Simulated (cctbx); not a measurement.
**Dy4MnSn7Ru: as given, inverted or twinned?**

Space group Pmm2 (no. 25), a = 4.3470 Å, b = 4.3610 Å, c = 16.2610 Å, α = 90.00°, β = 90.00°, γ = 90.00°.

| atom | mult. | x | y | z | Ueq (Å²) |
| --- | --- | --- | --- | --- | --- |
| Dy1 | 1 | 1/2 | 0 | 0.8995 | 0.0112 |
| Dy2 | 1 | 1/2 | 1/2 | 0.3977 | 0.0112 |
| Dy3 | 1 | 0 | 1/2 | 0.5995 | 0.0151 |
| Dy4 | 1 | 0 | 0 | 0.0991 | 0.0104 |
| Sn1 | 1 | 1/2 | 1/2 | 0.7539 | 0.0167 |
| Sn2 | 1 | 1/2 | 0 | 0.2348 | 0.0126 |
| Sn3 | 1 | 0 | 0 | 0.7455 | 0.0198 |
| Sn4 | 1 | 0 | 1/2 | 0.2412 | 0.0125 |
| Sn5 | 1 | 1/2 | 1/2 | 0.0663 | 0.0117 |
| Sn6 | 1 | 0 | 1/2 | 0.9400 | 0.0130 |
| Sn7 | 1 | 0 | 0 | 0.4498 | 0.0169 |
| Ru1 | 1 | 1/2 | 0 | 0.5699 | 0.0122 |
| Mn1 | 1 | 0 | 0 | 0.3081 | 0.0126 |

The model was made for the exercise: a known structure type with other elements put in, its volume estimated, not relaxed; displacement parameters are assumed.

Data sets are simulated with cctbx and refined with Bijvoet mates kept apart; Flack x is then fitted as the share of an inverted twin with the atoms fixed, Hooft y from the Bijvoet differences. The group is acentric but holds improper operations, so there is an absolute structure (orientation) and no hand.

Untwinned crystal. What Flack and Hooft values should come out?

```
  λ (Å)  extinction (unmodelled)  d min (Å)  top counts  error (%)     model      R1  Flack x  s.u.  Hooft y   s.u.  pairs
0.71073                      0.1       0.77        5000          6  as given  0.0353     0.02  0.03    0.025  0.034    430
0.71073                      0.1       0.77        5000          6  inverted  0.0480     0.89  0.04    1.003  0.043    430
1.54184                      0.1       0.83        5000          2  as given  0.0350    -0.02  0.03   -0.048  0.026    353
```

With Mo Kα, x is within 3 s.u. of 0, so the absolute structure is right. With Cu Kα, x is within 3 s.u. of 0, so the absolute structure is right. Inverting the model turns x into about 1 − x.

A further crystal gives:

| λ (Å) | extinction (unmodelled) | d min (Å) | top counts | error (%) | model | R1 | Flack x | s.u. | Hooft y | s.u. | pairs |
| --- | --- | --- | --- | --- | --- | --- | --- | --- | --- | --- | --- |
| 1.54184 | 0 | 0.83 | 20000 | 1.5 | as given | 0.0468 | 0.74 | 0.02 | 0.808 | 0.016 | 354 |

**Question.** What is it?

It was simulated as an inversion twin with a fraction 0.8 of the inverted domain. Flack x is over 3 s.u. from both 0 and 1 and reads that fraction.

[Logs are printed without paths, hosts, clocks, repeated set-up lines and the standing remarks that a program may print on its own settings, such as how far it seeks lower states.]
